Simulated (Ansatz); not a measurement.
# Rb4Cd3PbF12 (Pb on 25 % of the Cd sites, one arrangement): which shell does photoemission see at 21.2 and 1253.6 eV? (PBEsol)

The valence band of Rb4Cd3PbF12 (Pb on 25 % of the Cd sites, one arrangement) mixes several shells. Work out by hand which one leads the spectrum's area at each photon energy.

Filled states come from the projected DOS of Ansatz 0.2.0 (PBEsol, plane waves); cross sections σ and asymmetry parameters β are those of free atoms in a Dirac–Hartree–Slater calculation. A shell's area is states × σ × angular factor, which is 1 + β·P₂(cos θ) for linear light, with θ = 10° from the polarisation and P₂ = 0.955.

**At 21.2 eV** (states counted from 8.3 eV below the zero; other shells add 3.2 to the products' sum of 220):

```
shell  filled states a cell  cross section (Mb an electron)      β  angular factor  product  share by hand (%)  share in the simulated spectrum (%)
Cd 4d                 29.72                           0.964  -0.11            0.90     25.7                 12                                   12
 F 2s                  0.37                               0   0.00            1.00        0                  0                                    0
 F 2p                 68.47                            2.03   0.40            1.38      191                 87                                   87
Pb 5d                  0.09                               0   0.00            1.00        0                  0                                    0
Rb 4s                  0.00                               0   0.00            1.00        0                  0                                    0
```

**At 1253.6 eV** (states counted from 27.0 eV below the zero; other shells add 0.13 to the products' sum of 0.734):

| shell | filled states a cell | cross section (Mb an electron) | β | angular factor | product | share by hand (%) | share in the simulated spectrum (%) |
| --- | --- | --- | --- | --- | --- | --- | --- |
| Cd 4d | 29.95 | 0.00404 | 1.32 | 2.26 | 0.273 | 37 | 37 |
| F 2s | 23.23 | 0.00218 | 2.00 | 2.91 | 0.148 | 20 | 20 |
| F 2p | 68.94 | 0.000228 | 0.68 | 1.64 | 0.0258 | 4 | 4 |
| Pb 5d | 10.00 | 0.00486 | 1.23 | 2.17 | 0.106 | 14 | 14 |
| Rb 4s | 7.86 | 0.00232 | 2.00 | 2.91 | 0.0531 | 7 | 7 |

F 2p leads at 21.2 eV and Cd 4d at 1253.6 eV. Between the two energies σ of F 2p changes by a factor 1.1e-4 and that of Cd 4d by 0.0042, so their ratio moves 37-fold in favour of the second. The simulated spectrum uses the same rule on the energy-resolved DOS, so the two share columns agree within a few points.

Only crystals where the two columns agree within 4 points and the lead is clear are worked in this form. Free-atom cross sections ignore the solid's final states, no escape depth or background enters, and the count of states a shell hangs on the projection.

[Logs are printed without paths, hosts, clocks, repeated set-up lines and the standing remarks that a program may print on its own settings, such as how far it seeks lower states.]
